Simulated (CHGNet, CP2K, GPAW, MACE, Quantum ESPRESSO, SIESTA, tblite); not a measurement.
## GPAW on random packing of B (94 atoms): settings against a plane-wave reference

Aim: run random packing of B (94 atoms) in GPAW and see how near its forces come to a plane-wave reference, and at what cost.

Main program and level: GPAW 26.7.0; the method is named at each step.

## (1) The starting structure

The cell holds 94 atoms: 94 B. Cell: a = 9.301 Å, b = 9.301 Å, c = 9.301 Å, α = 90.0°, β = 90.0°, γ = 90.0°. 94 atoms (94 B) packed at random in a cube at 2.1 g/cm³ and pushed apart as soft spheres; a start for melting by ab initio MD, not an equilibrated structure. Then every atom was moved at random, 0.03 Å r.m.s. a Cartesian component.

The yardstick, on the same geometry:

- method: Kohn-Sham DFT, PBE, SSSP efficiency 1.3.0 pseudopotentials, plane waves (Quantum ESPRESSO 7.5); sssp-pbe-1.3.0-efficiency, cutoffs 45/360 Ry, Γ point
- r.m.s. force component: 1.106 eV/Å
- longest force: 4.447 eV/Å
- pressure: -20.27 GPa
- time: 35 s on 4 MPI ranks of Arm Neoverse V2, shared host
- CPU time: 2.3 min

## (2) PBE, LCAO dzp, h 0.2 Å

Method: Kohn-Sham DFT, PBE, PAW, atomic orbitals (dzp).

Input file run.py:

```python
import numpy as np
from ase.io import read
from gpaw import GPAW, FermiDirac
from ase.parallel import parprint as print

atoms = read("structure.xyz")
atoms.calc = GPAW(
    mode="lcao",
    basis="dzp",
    h=0.2,
    xc="PBE",
    kpts={"size": (1, 1, 1), "gamma": True},
    occupations=FermiDirac(0.05),
    maxiter=200,
    symmetry={"point_group": False},
    txt="gpaw.txt",
)
energy = atoms.get_potential_energy(force_consistent=True)
forces = atoms.get_forces()
print(f"energy {energy:.6f} eV")
print("forces (eV/A)")
for i, (a, f) in enumerate(zip(atoms, forces)):
    print(f"{i:4d} {a.symbol:2s} {f[0]:10.5f} {f[1]:10.5f} {f[2]:10.5f}")
print(f"Fermi level {atoms.calc.get_fermi_level():.4f} eV")
for k in range(len(atoms.calc.get_ibz_k_points())):
    for s in range(atoms.calc.get_number_of_spins()):
        e = atoms.calc.get_eigenvalues(kpt=k, spin=s)
        n = np.searchsorted(e, atoms.calc.get_fermi_level())
        print(f"k {k} spin {s} levels about the Fermi level:", np.round(e[max(n - 6, 0):n], 4).tolist(), "|", np.round(e[n:n + 6], 4).tolist())
```

Input file structure.xyz:

```xyz
94
Lattice="9.30110 0.00000 0.00000 0.00000 9.30110 0.00000 0.00000 0.00000 9.30110" Properties=species:S:1:pos:R:3 pbc="T T T"
B 3.86972 3.35416 6.17881
B 7.43353 0.06399 5.09784
B 7.55324 0.06176 7.71015
B 5.94722 5.81793 3.97789
B 3.13791 1.74451 6.36791
B 0.55035 6.33563 3.73569
B 5.46077 9.12605 0.52495
B 8.00118 4.17731 4.46853
B 8.85121 8.29863 4.21833
B 4.99283 4.66218 5.70743
B 7.17012 2.04317 4.96483
B 6.09110 8.57878 4.05556
B 8.42884 7.94881 1.98383
B 4.95814 6.96820 2.36750
B 2.56413 0.51184 8.20478
B 4.78095 7.18687 5.53192
B 5.95066 7.66504 8.45526
B 2.63956 7.34880 5.92136
B 2.40229 5.58633 6.22104
B 5.32841 1.12618 4.84755
B 5.28888 5.55890 1.55180
B 1.92468 3.98468 1.24486
B 5.98005 1.21547 8.91269
B 2.19664 4.48732 8.44438
B 8.61784 6.18142 5.21234
B 7.41177 4.53419 7.84418
B 3.96794 8.69737 7.80437
B 1.20710 8.13939 3.35993
B 3.26441 7.04986 3.82080
B 6.59550 5.38738 0.36218
B 4.73528 8.84609 5.98600
B 7.91207 2.47391 6.93360
B 6.52695 5.43277 6.18784
B 3.18777 0.15217 1.34001
B 4.04142 4.97348 7.28490
B 4.56572 0.53323 2.17348
B 1.36652 0.51547 2.61593
B 0.69498 5.63451 6.04172
B 1.07521 8.19734 6.09706
B 2.10902 7.99485 7.33559
B 8.16590 4.46127 6.25229
B 5.82658 3.76499 8.68658
B 4.29748 7.26267 0.29940
B 2.04122 6.45329 8.35471
B 3.79494 3.02369 1.54835
B 6.15007 3.41667 5.82305
B 4.69324 4.54275 2.71787
B 6.97322 8.19957 6.78813
B 3.64036 5.61628 0.58039
B 6.97592 0.45715 3.28924
B 6.44724 3.65701 1.49069
B 0.48059 2.42024 8.34420
B 0.77729 3.91558 7.51296
B 7.89524 4.34343 2.47512
B 1.21928 2.64319 3.75802
B 4.27739 2.97617 8.52297
[... 34 atom lines left out ...]
B 2.93115 1.95239 4.16020
B 1.95109 4.73445 2.82037
B 4.35533 2.64449 3.32896
B 6.90802 7.13050 3.46578
```

Started as:

```console
OMP_NUM_THREADS=1 mpirun -np 2 gpaw python run.py > output.txt
```

The log of the run:

```text
energy -490.953642 eV
forces (eV/A)
   0 B    -0.70583    0.95273    0.47796
   1 B     0.10776   -0.41793   -1.35000
   2 B     1.36015    1.75598    1.98111
   3 B    -1.30423   -1.08589    1.09511
   4 B     0.32072   -0.53902   -0.09527
   5 B     0.44487    0.28073    1.70847
   6 B     0.47466   -1.46454   -0.00792
   7 B     1.79062    0.42903   -0.90237
   8 B     1.14090   -1.09620   -1.34490
   9 B     0.56715   -1.19969    0.46133
  10 B    -2.08362    0.08890    0.83792
  11 B    -0.99837   -1.21306    0.70192
  12 B    -1.66723   -1.21176   -0.30529
  13 B    -0.36690    1.22609    2.04468
  14 B     0.58646   -0.81243   -0.53971
  15 B    -1.94549    0.67150   -1.68838
  16 B    -1.56252   -0.53108    0.31820
  17 B     1.77113   -0.76000   -2.13806
  18 B     0.97329   -1.29529   -0.50697
  19 B     1.16089   -1.51715    1.32704
  20 B    -0.54484   -0.55027   -1.64810
  21 B     0.19978    0.09240   -0.10969
  22 B     0.23789   -1.37010   -2.02334
  23 B    -0.03820   -0.10980    1.62179
[...]
86 B     2.51572   -0.94835    0.99582
  87 B    -0.40625    0.21981    0.30525
  88 B    -0.10801    1.04922    1.02156
  89 B    -0.91941    1.30775   -0.98110
  90 B    -1.05506   -0.14404   -0.52258
  91 B    -1.37958   -0.67210    1.79200
  92 B    -0.33738    0.67520   -0.86899
  93 B    -0.78258   -0.73063   -0.02715
Fermi level 7.3800 eV
k 0 spin 0 levels about the Fermi level: [7.0239, 7.1062, 7.1707, 7.2241, 7.265, 7.311] | [7.4288, 7.5188, 7.5958, 7.6246, 7.7068, 7.7521]
```

gpaw.txt:

```text
Input parameters:
  mode=LCAO(),
  basis={'default': 'dzp'},
  h=0.2,
  kpts=MonkhorstPack(size=(1, 1, 1), gamma=True),
  maxiter=200,
  occupations=Occupations(name='fermi-dirac', width=0.05, fixmagmom=False),
  symmetry=Symmetry(point_group=False),
  xc=XC(name='PBE')
Unit cell  # Å
| periodic |        x |        y |        z |  lengths |    angles |
|----------|----------|----------|----------|----------|-----------|
|      yes | 9.301100 | 0.000000 | 0.000000 | 9.301100 | 90.000000 |
|      yes | 0.000000 | 9.301100 | 0.000000 | 9.301100 | 90.000000 |
|      yes | 0.000000 | 0.000000 | 9.301100 | 9.301100 | 90.000000 |
Number of symmetries: 1
Symmetry operations  # r_c * U_cc + t_c -> r_c
|   | kind |            matrix            |
|---|------|------------------------------|
| 0 |  E   |  1, 0, 0,  0, 1, 0,  0, 0, 1 |
BZ-sampling:
  Number of BZ points: 1
  Number of IBZ points: 1
  Monkhorst-Pack size: [1, 1, 1]
  Monkhorst-Pack shift: [0, 0, 0]
[... lines left out ...]
Reference energy: -62932.019320  # eV
eigensolver:
density mixing:
  MSR1-Mixer
occupation numbers:
  Fermi-Dirac:
    width: 0.0500  # eV
FastPoissonSolver using
    Stencil: 6*3+1=19 point O(h^6) finite-difference Laplacian
xc functional:
  name: PBE with 2 nearest neighbor stencil
interpolation: tri-quintic # 5. degree polynomial
Initialization done in: 4.550 s
convergence criteria:
- Maximum [total energy] change in last 3 cyles: 0.0005 eV / valence electron
- Maximum integral of absolute [dens]ity change: 0.0001 electrons / valence electron
- Maximum integral of absolute [eigenst]ate change: 4e-08 eV^2 / valence electron
maximum number of iterations: 200
SCF iterations
|iter     |      energy | eigst |  dens |
|---------|-------------|-------|-------|
|iter:   1| -502.928227 |      c|       |
|iter:   2| -499.524245 |      c| -0.89 |
|iter:   3| -511.334250 |      c| -0.93 |
|iter:   4| -499.757548 |      c| -0.96 |
[...]
|iter:   9| -490.907108 |      c| -1.90 |
|iter:  10| -490.870835 |      c| -2.18 |
|iter:  11| -490.871579c|      c| -2.42 |
|iter:  12| -490.853862c|      c| -2.48 |
|iter:  13| -490.852466c|      c| -2.83 |
|iter:  14| -490.852494c|      c| -3.17 |
|iter:  15| -490.851819c|      c| -3.16 |
|iter:  16| -490.852097c|      c| -3.58 |
|iter:  17| -490.851849c|      c| -3.56 |
|iter:  18| -490.851824c|      c| -4.05c|
Converged in 18 steps
SCF loop duration: 247.917 s (13.773 s/step)
Energy contributions relative to reference atoms: (reference = -62932.019320)
Energy contributions:
  Kinetic:          81.494742
  Coulomb:         -29.317387
  Zero:              1.976532
  External:          0.000000
  Xc:             -544.903892
  Entropy:          -0.203636
  Spinorbit:         0.000000
  ----------------------------
  Free energy:    -490.953642
  Extrapolated:   -490.851824
dipole moment: (-42.132517, -40.881732, -46.804521)  # |e|*Ang
Fermi level: 7.380
Eigenvalues  # (at kpt = [0.000, 0.000, 0.000])
| band index |      eig [eV] | occ [0-2] |
|------------|---------------|-----------|
|          0 |        -8.050 |     2.000 |
|        ... |               |           |
|        133 |         6.857 |     2.000 |
|        134 |         6.906 |     2.000 |
[...]
|        148 |         7.902 |     0.000 |
|        ... |               |           |
|        173 |         9.712 |     0.000 |
Gap: 0.118 eV
Transition (v -> c):
  (s=0, k=0, n=140, [0.00, 0.00, 0.00]) -> (s=0, k=0, n=141, [0.00, 0.00, 0.00])
No difference between direct/indirect transitions
Force computation time: 32.504  # s
```

Run time: 4.8 min. Hardware: 2 MPI ranks of Arm Neoverse V2, shared host; peak memory 1.6 GiB; 9.6 min of CPU time.

Banners, paths, timers and routine set-up lines are dropped from the logs unmarked, and long logs keep their key lines alone; longer cuts are marked.

Compared with the plane-wave run:

```yaml
r_m_s_force_component: 1.145 eV/Å
r_m_s_difference_of_force_components: 135.6 meV/Å
longest_difference_of_force_vectors: 461.4 meV/Å
force_difference_over_r_m_s_force: 12.26 %
slope_of_forces_against_the_reference_s: 1.028
correlation_of_force_components: 0.9933
```

Local excerpt of 9 atoms (numbers count through the whole input) about B40, which bears the longest force; x, y, z are measured from there.

| atom | x | y | z | distance (Å) | bonds | Fx | Fy | Fz (eV/Å) |
| --- | --- | --- | --- | --- | --- | --- | --- | --- |
| B40 | 0.00 | 0.00 | 0.00 | 0.00 | 3 | 2.21 | 0.60 | 4.28 |
| B39 | -1.03 | 0.20 | -1.24 | 1.63 | 3 | 0.65 | 1.37 | -0.52 |
| B18 | 0.53 | -0.65 | -1.41 | 1.64 | 3 | 1.77 | -0.76 | -2.14 |
| B44 | -0.07 | -1.54 | 1.02 | 1.85 | 4 | -1.87 | -1.06 | 1.11 |
| B90 | 1.49 | -1.35 | 0.31 | 2.03 | 2 | -0.92 | 1.31 | -0.98 |
| B27 | 1.86 | 0.70 | 0.47 | 2.04 | 2 | -0.38 | -0.43 | -0.74 |
| B15 | 0.46 | 1.82 | 0.87 | 2.07 | 2 | 0.59 | -0.81 | -0.54 |
| B89 | -1.86 | 1.45 | 0.53 | 2.42 | 1 | -0.11 | 1.05 | 1.02 |
| B81 | -1.85 | -1.62 | 0.21 | 2.47 | 3 | 0.82 | 0.93 | 0.81 |

Atoms are counted from 1 here, from 0 in the log.

Forces lie 12 % from the reference's, at 4.1 times its CPU time (on 2 against 4 cores).

## (3) PBE, LCAO sz(dzp), h 0.2 Å

Method: Kohn-Sham DFT, PBE, PAW, atomic orbitals (sz(dzp)).

Edit run.py of step 2 so:

```diff
@@ -3,3 +3,2 @@
 from gpaw import GPAW, FermiDirac
-from ase.parallel import parprint as print
 
@@ -8,3 +7,3 @@
     mode="lcao",
-    basis="dzp",
+    basis="sz(dzp)",
     h=0.2,
```

structure.xyz is that of step 2.

Started as:

```console
OMP_NUM_THREADS=1 python run.py > output.txt
```

The log of the run:

```text
energy -441.301408 eV
forces (eV/A)
   0 B    -0.96367    0.70722    0.17000
   1 B    -0.03801   -0.38836   -1.31611
   2 B     1.29504    2.13021    3.34078
   3 B    -1.69999   -1.82939    1.33607
   4 B     0.09304   -0.75116    0.42447
   5 B     0.16340    0.34979    1.39409
[...]
91 B    -0.85959   -0.23444    1.21065
  92 B     0.22467    0.38242   -0.71129
  93 B    -0.14573   -0.79970   -0.47371
Fermi level 7.4336 eV
k 0 spin 0 levels about the Fermi level: [7.0535, 7.1047, 7.2144, 7.2411, 7.315, 7.3457] | [7.5001, 7.5835, 7.6807, 7.7338, 7.8328, 7.8458]
```

gpaw.txt:

```text
Input parameters:
  mode=LCAO(),
  basis={'default': 'sz(dzp)'},
  h=0.2,
  kpts=MonkhorstPack(size=(1, 1, 1), gamma=True),
  maxiter=200,
  occupations=Occupations(name='fermi-dirac', width=0.05, fixmagmom=False),
[... lines left out ...]
  Fermi-Dirac:
[... lines left out ...]
convergence criteria:
- Maximum [total energy] change in last 3 cyles: 0.0005 eV / valence electron
[... lines left out ...]
Converged in 17 steps
[... lines left out ...]
  Free energy:    -441.301408
[... lines left out ...]
Fermi level: 7.434
[... lines left out ...]
|        ... |               |           |
|        173 |         9.894 |     0.000 |
Gap: 0.154 eV
Transition (v -> c):
  (s=0, k=0, n=140, [0.00, 0.00, 0.00]) -> (s=0, k=0, n=141, [0.00, 0.00, 0.00])
No difference between direct/indirect transitions
Force computation time: 10.968  # s
timing:  # [seconds]
  Total:  99.235  # ━━━━━━━━━━━━━━━━━━━━━━━━━━━━━━━━━━━━━━━━━━━━━━━━━━━━━━━━━
  Init:    5.487  # ━━━
  SCF:    82.749  # ━━━━━━━━━━━━━━━━━━━━━━━━━━━━━━━━━━━━━━━━━━━━━━━╸
  Forces: 10.968  # ━━━━━━╸
```

Run time: 1.7 min. Hardware: 1 thread; peak memory 0.77 GiB.

Compared with the plane-wave run:

* r.m.s. force component: 1.317 eV/Å
* r.m.s. difference of force components: 593.5 meV/Å
* longest difference of force vectors: 2137 meV/Å
* force difference over r.m.s. force: 53.67 %
* slope of forces against the reference's: 1.065
* correlation of force components: 0.8944

This is a coarse setting, run to see what it loses.

Against the first run (12 %), the force difference from the reference is 54 %, at 0.17 times the CPU time (on 1 against 2 cores), with 376 basis functions against 1222: the smaller basis costs accuracy.

## (4) PBE, LCAO szp(dzp), h 0.2 Å

Method: Kohn-Sham DFT, PBE, PAW, atomic orbitals (szp(dzp)).

Edit run.py of step 3 so:

```diff
@@ -7,3 +7,3 @@
     mode="lcao",
-    basis="sz(dzp)",
+    basis="szp(dzp)",
     h=0.2,
```

structure.xyz is that of step 3.

The log of the run:

```text
energy -465.489198 eV
forces (eV/A)
   0 B    -0.63351    0.84288    0.30708
   1 B    -0.04977   -0.43242   -1.29495
   2 B     1.43024    1.96289    2.42943
   3 B    -1.35899   -1.31726    1.15258
   4 B     0.11631   -0.65166    0.13404
   5 B     0.23748    0.17914    1.47651
   6 B     0.25906   -1.61917   -0.11157
   7 B     1.93404    0.47605   -0.78598
   8 B     0.91506   -1.16299   -1.57014
   9 B     0.27444   -0.94210    0.04320
  10 B    -1.87452    0.11074    0.67880
  11 B    -1.23947   -1.29778    0.67098
[...]
89 B    -0.59026    1.35212   -1.07076
  90 B    -1.01653   -0.37359   -0.70168
  91 B    -1.18744   -0.30810    1.63809
  92 B    -0.03706    0.64873   -0.70917
  93 B    -0.42486   -0.64199   -0.07160
Fermi level 7.2382 eV
k 0 spin 0 levels about the Fermi level: [6.8776, 6.9547, 7.0303, 7.073, 7.1177, 7.1654] | [7.2917, 7.3819, 7.4647, 7.4953, 7.5919, 7.6228]
```

gpaw.txt:

```text
Input parameters:
  mode=LCAO(),
  basis={'default': 'szp(dzp)'},
  h=0.2,
  kpts=MonkhorstPack(size=(1, 1, 1), gamma=True),
  maxiter=200,
  occupations=Occupations(name='fermi-dirac', width=0.05, fixmagmom=False),
  symmetry=Symmetry(point_group=False),
  xc=XC(name='PBE')
[... lines left out ...]
  Fermi-Dirac:
[... lines left out ...]
convergence criteria:
- Maximum [total energy] change in last 3 cyles: 0.0005 eV / valence electron
[... lines left out ...]
Converged in 18 steps
[... lines left out ...]
  Free energy:    -465.489198
[... lines left out ...]
Fermi level: 7.238
[... lines left out ...]
|          0 |        -8.156 |     2.000 |
|        ... |               |           |
|        133 |         6.706 |     2.000 |
|        134 |         6.761 |     2.000 |
[...]
|        148 |         7.754 |     0.000 |
|        ... |               |           |
|        173 |         9.574 |     0.000 |
Gap: 0.126 eV
Transition (v -> c):
  (s=0, k=0, n=140, [0.00, 0.00, 0.00]) -> (s=0, k=0, n=141, [0.00, 0.00, 0.00])
No difference between direct/indirect transitions
Force computation time: 43.871  # s
timing:  # [seconds]
  Total:  381.331  # ━━━━━━━━━━━━━━━━━━━━━━━━━━━━━━━━━━━━━━━━━━━━━━━━━━━━━━━━
  Init:     7.037  # ━
  SCF:    330.393  # ━━━━━━━━━━━━━━━━━━━━━━━━━━━━━━━━━━━━━━━━━━━━━━━━╸
  Forces:  43.871  # ━━━━━━╸
```

Wall time 6.4 min (1 thread); peak memory 1.1 GiB.

Against the reference:

| Item | Value |
| --- | --- |
| r.m.s. force component | 1.159 eV/Å |
| r.m.s. difference of force components | 322.6 meV/Å |
| longest difference of force vectors | 959 meV/Å |
| force difference over r.m.s. force | 29.18 % |
| slope of forces against the reference's | 1.006 |
| correlation of force components | 0.9605 |

This is a coarse setting, run to see what it loses.

Against the first run (12 %), the force difference from the reference is 29 %, at 0.67 times the CPU time (on 1 against 2 cores), with 846 basis functions against 1222: the smaller basis costs accuracy.

## (5) The ladder

Differences are against the plane-wave reference, forces as r.m.s. over components; share is that over the reference's r.m.s. force, slope the least-squares factor from reference forces to these. Total energies of different programs have different zeros and aren't compared.

| run | Δ force, r.m.s. (meV/Å) | share (%) | slope | cores | CPU time | memory (GiB) |
| --- | --- | --- | --- | --- | --- | --- |
| reference | - | - | - | 4 | 2.3 min | 2.0 |
| GPAW PBE, LCAO dzp, h 0.2 Å | 136 | 12.3 | 1.028 | 2 | 9.6 min | 1.6 |
| GPAW PBE, LCAO sz(dzp), h 0.2 Å (coarse) | 593 | 53.7 | 1.065 | 1 | 1.7 min | 0.77 |
| GPAW PBE, LCAO szp(dzp), h 0.2 Å (coarse) | 323 | 29.2 | 1.006 | 1 | 6.4 min | 1.1 |

Rows marked coarse were listed beforehand as settings not expected to be converged; some can still land near the reference.

CPU time is summed over cores on a shared host, where runs went side by side, so it is rough. Symmetry, cutoffs, thresholds, outputs and thread counts weren't matched or tuned between programs; memory under MPI is the largest rank's times the ranks.

## (6) Outcome

| Property | Result |
| --- | --- |
| nearest in forces | GPAW PBE, LCAO dzp, h 0.2 Å, 12 % |
| its CPU time | 9.6 min |

**Reading.** The PBE run in local orbitals, coarse settings apart, differs by 12 % (GPAW PBE, LCAO dzp, h 0.2 Å); basis, grid and potentials can all enter. Runs with settings chosen to be coarse differ by 29 % (GPAW PBE, LCAO szp(dzp), h 0.2 Å) to 54 % (GPAW PBE, LCAO sz(dzp), h 0.2 Å), their programs' other errors included. None of the electronic-structure runs in the table takes under half the reference's CPU time of 2.3 min; they take 0.72 to 4.1 times as much. The reference's stress is far from hydrostatic: its diagonal is -25.5, -17.7, -17.6 GPa, compression counted positive. The reference's pressure of -20 GPa says that the cell would shrink at this level of theory. The electronic-structure runs sample only Γ, in a cell whose shortest periodic width is 9 Å, which is coarse for a cell with partly filled levels.

[Also dropped from logs without a mark: logging warnings of Python, and SIESTA's first energy breakdown and zero terms.]

[Logs are printed without paths, hosts, clocks, repeated set-up lines and the standing remarks that a program may print on its own settings, such as how far it seeks lower states.]

[Hosts, paths, dates, database ids (printed as entryN), source tags and the programs' standing remarks are cut or masked in the printed files.]
